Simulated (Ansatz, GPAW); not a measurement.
## NaHgF3 (model structure): optical spectrum from first principles

Wanted: where NaHgF3 (model structure) starts to absorb, how strongly, and its refractive index. The structure is a model built here, which may or may not match a known phase. It was built so: All Cd replaced by Hg and K replaced by Na in the Pm-3m structure of KCdF3. The cell is first relaxed with Ansatz.

Calculated with GPAW 26.7.0; DFT, PBE, plane-wave PAW (GPAW data sets), scalar-relativistic, RPA, optical limit.

Report form: the programs' logs are mostly left out.

### 1. The starting structure

It takes space group Pm-3m (No. 221, cubic). The conventional cell has a = 4.009 Å, b = 4.009 Å, c = 4.009 Å, α = 90.00°, β = 90.00°, γ = 90.00°. Hg has 6 F at 2.00 Å nearest. Nearest to Na lie 12 F at 2.83 Å. Nearest to F lie 2 Hg at 2.00 Å and 4 Na at 2.83 Å. All Cd replaced by Hg and K replaced by Na in the Pm-3m structure of KCdF3. Farther neighbours and most contacts between anions are not listed.

### 2. Relaxation

The structure was built or cut out here, so it is relaxed before any spectrum is computed.

This step: DFT, PBE, plane-wave PAW, default files, scalar-relativistic, relaxation (Ansatz 0.2.0).

The input, input.yaml:

```yaml
crystal:
  lattice:
    - [4.00901928, 0.0, 0.0]
    - [0.0, 4.00901928, 0.0]
    - [0.0, 0.0, 4.00901928]
  atoms:
    - { symbol: Hg, position: [0.5, 0.5, 0.5] }
    - { symbol: Na, position: [0.0, 0.0, 0.0] }
    - { symbol: F, position: [0.5, 0.5, 0.0] }
    - { symbol: F, position: [0.5, 0.0, 0.5] }
    - { symbol: F, position: [0.0, 0.5, 0.5] }
kpoints:
  mp_grid: { grid: [6, 6, 6] }
scf:
  occupations: { method: fermi_dirac, width: 0.05 }
hamiltonian:
  xc: pbe
output:
  forces: true
  stress: true
relax:
  f_tol: 0.02
  max_steps: 50
  cell: {}
```

The run is started by

```
$ ansatz run input.yaml --threads 1 --pin off --max-ram 4096MiB --backend cpu --events-out ev --progress --plain --runs-dir out
```

Run time: 32 s. Hardware: 1 thread of Arm Neoverse V1, shared host; peak memory 0.36 GiB.

Step by step:

| step | energy less that of the first step (eV) | largest force component (eV/Å) | pressure (GPa) | volume (Å³) |
| --- | --- | --- | --- | --- |
| 1 | 0.0000 | 0.0000 | 50.41 | 64.43 |
| 2 | -2.0843 | 0.0000 | 20.83 | 74.32 |
| 3 | -2.7267 | 0.0000 | 4.04 | 83.30 |
| 4 | -2.7539 | 0.0000 | 0.29 | 85.79 |
| 5 | -2.7536 | 0.0000 | 0.00 | 85.99 |
| 6* | -3.1488 | 0.0000 | 6.40 | 85.99 |
| 7 | -3.2576 | 0.0000 | 2.62 | 90.50 |
| 8 | -3.2713 | 0.0000 | 0.36 | 93.93 |
| 9 | -3.2686 | 0.0000 | 0.03 | 94.49 |
| 10* | -3.3098 | 0.0000 | 0.22 | 94.49 |
| 11 | -3.3091 | 0.0000 | 0.01 | 94.86 |
| 12* | -3.3100 | 0.0000 | 0.01 | 94.86 |

Relaxation steps marked * repeat the geometry before them on a plane-wave basis chosen anew for their cell, so energy and pressure can jump there.

The run keeps the 48 symmetry operations that it works with, so distortions that break them were not tested.

| cell as run | before | after | change |
| --- | --- | --- | --- |
| a (Å) | 4.009 | 4.561 | +13.8 % |
| b (Å) | 4.009 | 4.561 | +13.8 % |
| c (Å) | 4.009 | 4.561 | +13.8 % |
| volume (Å³/atom) | 12.89 | 18.97 | +47.2 % |

The relaxed structure:

```xyz
5
Lattice="4.5606 0.0000 0.0000 0.0000 4.5606 0.0000 0.0000 0.0000 4.5606" Properties=species:S:1:pos:R:3 pbc="T T T"
Hg    2.2803    2.2803    2.2803
Na    0.0000    0.0000    0.0000
F     2.2803    2.2803    0.0000
F     2.2803    0.0000    2.2803
F     0.0000    2.2803    2.2803
```

The relaxation ends with a pressure of 0.01 GPa.

### 3. Ground state

First the ground state: is it a metal or has it a gap?

This step: DFT, PBE, plane-wave PAW (GPAW data sets), scalar-relativistic, ground state (GPAW 26.7.0).

The input, gs.py:

```python
from ase import Atoms
from ase.dft.bandgap import bandgap
from gpaw import GPAW, PW, FermiDirac

atoms = Atoms(['Hg', 'Na', 'F', 'F', 'F'],
              cell=[[4.560591274000, 0.000000000000, 0.000000000000],
                    [0.000000000000, 4.560591274000, 0.000000000000],
                    [0.000000000000, 0.000000000000, 4.560591274000]],
              scaled_positions=[[0.500000000000, 0.500000000000, 0.500000000000],
                                [1.000000000000, 0.000000000000, 0.000000000000],
                                [0.500000000000, 0.500000000000, 0.000000000000],
                                [0.500000000000, 1.000000000000, 0.500000000000],
                                [0.000000000000, 0.500000000000, 0.500000000000]],
              pbc=[True, True, True])
atoms.calc = GPAW(mode=PW(500), xc='PBE', kpts={'size': (5, 5, 5), 'gamma': True},
                  occupations=FermiDirac(0.05), maxiter=150, txt='gs.txt')
print('energy (eV)', atoms.get_potential_energy())
print('Fermi level (eV)', atoms.calc.get_fermi_level())
print('valence electrons', atoms.calc.get_number_of_electrons())
print('gap (eV)', bandgap(atoms.calc, output=None)[0])
print('direct gap (eV)', bandgap(atoms.calc, direct=True, output=None)[0])
atoms.calc.write('gs.gpw')
```

The run is started by

```
$ OMP_NUM_THREADS=1 python gs.py
```

The job ended after 16 s (1 thread; peak memory 0.17 GiB).

Read-outs, printed or worked out from the files:

* energy: -16.11 eV
* Fermi energy: 0.4349 eV
* gap on the k-mesh: 0.7790 eV
* direct gap on the mesh: 2.952 eV
* electrons: 46

There is a gap, 0.78 eV on this mesh (points off the mesh can give less), so no carriers' term is needed.

### 4. Bands for the response

The response needs many more empty bands than the density does.

This step: DFT, PBE, plane-wave PAW (GPAW data sets), scalar-relativistic, bands at fixed density (GPAW 26.7.0).

The input, nscf.py:

```python
from ase.dft.bandgap import bandgap
from gpaw import GPAW, FermiDirac

calc = GPAW('gs.gpw').fixed_density(kpts={'size': (7, 7, 7), 'gamma': True}, nbands=61, convergence={'bands': 55},
                                    occupations=FermiDirac(0.001), txt='nscf.txt')
print('gap (eV)', bandgap(calc, output=None)[0])
print('direct gap (eV)', bandgap(calc, direct=True, output=None)[0])
print('top band over the Fermi level (eV)', min(calc.get_eigenvalues(kpt=k)[54] for k in range(len(calc.get_ibz_k_points()))) - calc.get_fermi_level())
calc.write('full.gpw', mode='all')
```

The run is started by

```
$ OMP_NUM_THREADS=1 python nscf.py
```

It took 79 s on 1 thread; peak memory 0.23 GiB.

Numbers from this step:

| Property | Result |
| --- | --- |
| gap on the k-mesh | 0.6608 eV |

### 5. Dielectric function, RPA

Local fields let the induced charge screen the field inside the cell, which as a rule lowers ε, most along directions where the density is uneven.

This step: DFT, PBE, plane-wave PAW (GPAW data sets), scalar-relativistic, RPA, optical limit (GPAW 26.7.0).

The input, df.py:

```python
from gpaw.response.df import DielectricFunction

df = DielectricFunction('full.gpw', frequencies={'type': 'nonlinear', 'domega0': 0.03, 'omega2': 8},
                        ecut=60,
                        eta=0.1,
                        nbands=55,
                        txt='df.txt')
for direction in ['x']:
    df.get_dielectric_function(xc='RPA', direction=direction, filename=f'df_{direction}.csv')
```

The run is started by

```
$ OMP_NUM_THREADS=1 python df.py
```

It took 16 s on 1 thread; peak memory 0.49 GiB.

Read-outs, printed or worked out from the files:

| Property | Result |
| --- | --- |
| electronic dielectric constant ε∞, mean over x, y and z (by symmetry where fewer were run) | 2.605 |
| main peak of Im epsilon, first axis | 3.842 eV |

The Im ε, E ∥ x has structure finer than the step of the table below, so its rows give means over 1 eV, whole bins alone (the curve runs from 0 to 21.9 eV). Peaks (eV: height): 3.3: 1.89, 3.8: 3.67, 4.4: 3.50, 5.7: 1.78, 8.3: 1.17, 12.2: 1.30.

Values under the direct gap are tails of Lorentzian lines. Table of Im ε, E ∥ x by photon energy; means over each step:

photon energy (eV), Im ε, E ∥ x and a bar:
```
        1       0.01 
        2       0.05 
        3       0.67 #######
        4       2.67 ##############################
        5       1.60 ##################
        6       0.93 ##########
        7       0.77 #########
        8       0.96 ###########
        9       0.78 #########
       10       0.99 ###########
       11       0.87 ##########
       12       1.02 ###########
       13       0.98 ###########
       14       0.91 ##########
       15       0.54 ######
       16       0.64 #######
       17       0.61 #######
       18       0.48 #####
       19       0.49 #####
       20       0.54 ######
       21       0.48 #####
```

Re ε, E ∥ x against photon energy:

| photon energy (eV) | Re ε, E ∥ x |
| --- | --- |
| 0 | 2.60 |
| 1 | 2.67 |
| 2 | 2.91 |
| 3 | 3.84 |
| 4 | 1.62 |
| 5 | 0.942 |
| 6 | 0.813 |
| 7 | 1.41 |
| 8 | 1.47 |
| 9 | 1.59 |
| 10 | 1.30 |
| 11 | 1.39 |
| 12 | 1.53 |
| 13 | 1.01 |
| 14 | 0.635 |
| 15 | 0.895 |
| 16 | 1.05 |
| 17 | 0.784 |
| 18 | 0.745 |
| 19 | 1.06 |
| 20 | 0.976 |
| 21 | 0.775 |

The reflectivity at normal incidence, E ∥ x has structure finer than the step of the table below, so its rows give means over 0.5 eV, whole bins alone (the curve runs from 0 to 21.9 eV). Peaks (eV: height): 3.30: 14.4, 3.85: 18.6, 4.47: 18.8, 5.71: 10.4, 8.27: 5.40, 12.18: 6.41, 13.77: 7.08.

Reflectivity at normal incidence, E ∥ x against photon energy; means over each step:

| photon energy (eV) | reflectivity at normal incidence, E ∥ x (%) |
| --- | --- |
| 0.5 | 5.58 |
| 1.0 | 5.78 |
| 1.5 | 6.16 |
| 2.0 | 6.83 |
| 2.5 | 8.10 |
| 3.0 | 11.0 |
| 3.5 | 14.2 |
| 4.0 | 13.9 |
| 4.5 | 16.7 |
| 5.0 | 7.72 |
| 5.5 | 7.09 |
| 6.0 | 4.00 |
| 6.5 | 2.60 |
| 7.0 | 3.16 |
| 7.5 | 3.64 |
| 8.0 | 4.48 |
| 8.5 | 3.22 |
| 9.0 | 3.07 |
| 9.5 | 4.18 |
| 10.0 | 4.13 |
| 10.5 | 3.98 |
| 11.0 | 2.95 |
| 11.5 | 4.40 |
| 12.0 | 4.52 |
| 12.5 | 4.92 |
| 13.0 | 4.02 |
| 13.5 | 5.84 |
| 14.0 | 5.90 |
| 14.5 | 3.53 |
| 15.0 | 1.94 |
| 15.5 | 1.68 |
| 16.0 | 2.30 |
| 16.5 | 3.19 |
| 17.0 | 2.61 |
| 17.5 | 2.28 |
| 18.0 | 2.02 |
| 18.5 | 1.06 |
| 19.0 | 1.54 |
| 19.5 | 1.83 |
| 20.0 | 1.59 |
| 20.5 | 2.65 |
| 21.0 | 1.93 |
| 21.5 | 1.42 |

Table of refractive index n and extinction k by photon energy:

| photon energy (eV) | n | k |
| --- | --- | --- |
| 0 | 1.61 | 0 |
| 1 | 1.63 | 0.00399 |
| 2 | 1.71 | 0.0121 |
| 3 | 1.96 | 0.109 |
| 4 | 1.48 | 0.757 |
| 5 | 1.11 | 0.535 |
| 6 | 0.977 | 0.375 |
| 7 | 1.22 | 0.277 |
| 8 | 1.27 | 0.395 |
| 9 | 1.29 | 0.268 |
| 10 | 1.21 | 0.406 |
| 11 | 1.22 | 0.310 |
| 12 | 1.30 | 0.385 |
| 13 | 1.08 | 0.402 |
| 14 | 0.928 | 0.476 |
| 15 | 0.979 | 0.251 |
| 16 | 1.07 | 0.298 |
| 17 | 0.937 | 0.308 |
| 18 | 0.899 | 0.251 |
| 19 | 1.06 | 0.240 |
| 20 | 1.01 | 0.232 |
| 21 | 0.914 | 0.246 |

The loss function −Im 1/ε at q → 0, E ∥ x has structure finer than the step of the table below, so its rows give means over 0.5 eV, whole bins alone (the curve runs from 0 to 21.9 eV). Peaks (eV: height): 4.93: 0.559, 5.92: 0.650, 14.31: 0.769, 16.85: 0.635, 17.83: 0.660, 19.33: 0.540, 20.69: 0.654.

Values under the direct gap are tails of Lorentzian lines. Loss function −Im 1/ε at q → 0, E ∥ x against energy loss; means over each step:

energy loss (eV), loss function −Im 1/ε at q → 0, E ∥ x and a bar:
```
      0.5      0.001 
      1.0      0.002 
      1.5      0.003 
      2.0      0.005 
      2.5      0.009 
      3.0      0.028 #
      3.5      0.095 ####
      4.0      0.206 ########
      4.5      0.300 ############
      5.0      0.469 ###################
      5.5      0.393 ################
      6.0      0.512 #####################
      6.5      0.255 ##########
      7.0      0.272 ###########
      7.5      0.263 ###########
      8.0      0.310 #############
      8.5      0.358 ###############
      9.0      0.258 ###########
      9.5      0.304 ############
     10.0      0.353 ##############
     10.5      0.402 ################
     11.0      0.317 #############
     11.5      0.385 ################
     12.0      0.351 ##############
     12.5      0.483 ####################
     13.0      0.465 ###################
     13.5      0.512 #####################
     14.0      0.732 ##############################
     14.5      0.712 #############################
     15.0      0.518 #####################
     15.5      0.447 ##################
     16.0      0.439 ##################
     16.5      0.564 #######################
     17.0      0.602 #########################
     17.5      0.551 #######################
     18.0      0.576 ########################
     18.5      0.404 #################
     19.0      0.399 ################
     19.5      0.500 #####################
     20.0      0.433 ##################
     20.5      0.589 ########################
     21.0      0.573 #######################
     21.5      0.483 ####################
```

Optical constants at common wavelengths, from n + ik = √ε:

| wavelength (nm) | n | k | R (%) | 1/α |
| --- | --- | --- | --- | --- |
| 1064 | 1.64 | 0.005 | 5.9 | 17 µm |
| 633 | 1.70 | 0.012 | 6.7 | 4.4 µm |
| 532 | 1.76 | 0.019 | 7.5 | 2.3 µm |
| 450 | 1.87 | 0.042 | 9.2 | 843 nm |
| 308 | 1.48 | 0.669 | 10.3 | 37 nm |
| 248 | 1.11 | 0.536 | 6.3 | 37 nm |
| 193 | 1.21 | 0.283 | 2.5 | 54 nm |

Below the direct gap, k and the depth come from the tails of the Lorentzian lines, not from transitions.

### 6. Results

```yaml
electronic_dielectric_constant_eps_infinity_mean_over_x_y_and_z_by_symmetry_where_fewer_were_run_rpa: 2.60
main_peak_of_im_epsilon_first_axis: 3.84 eV
```

What this shows: At this level (PBE, RPA) NaHgF3 has ε∞ = 2.60 and n = 1.63 at 1550 nm, and Im ε peaks at 3.8 eV. The cell grew by 47.2 % in volume. On the mesh the gap is 0.66 eV and the least direct gap 2.95 eV, so on this mesh the band edges lie at different points. Local fields change the static value along x from 2.66 to 2.60 (-2 %). Distinct maxima of Im ε, read by a parabola through the highest points, lie at 3.35 eV (1.9), 3.84 eV (3.7), 4.40 eV (3.5) and 5.66 eV (1.8). Excitons and phonon-assisted transitions are missing; PBE gaps are as a rule too small, which pulls the onset down and ε∞ up, while the missing spin-orbit coupling works the other way with such heavy atoms. Spin-orbit coupling is left out although heavy atoms are present. The sum runs over mesh points, so small or evenly spaced maxima can still be ripples of the mesh. The cell grew by 47 % in the relaxation, which can come from the guessed start or, where layers or molecules are weakly bound, from the missing dispersion term; a larger cell lowers ε. In this version of GPAW the matrix elements of the optical limit are incomplete, which can lower ε − 1 by up to a tenth where first-row anions or d states rule, and shift it by more in d metals.

[Machine, clock and banner lines and Python warnings are left out of the logs.]

[Logs are printed without paths, hosts, clocks, repeated set-up lines and the standing remarks that a program may print on its own settings, such as how far it seeks lower states.]

[Hosts, paths, dates, database ids (printed as entryN), source tags and the programs' standing remarks are cut or masked in the printed files.]
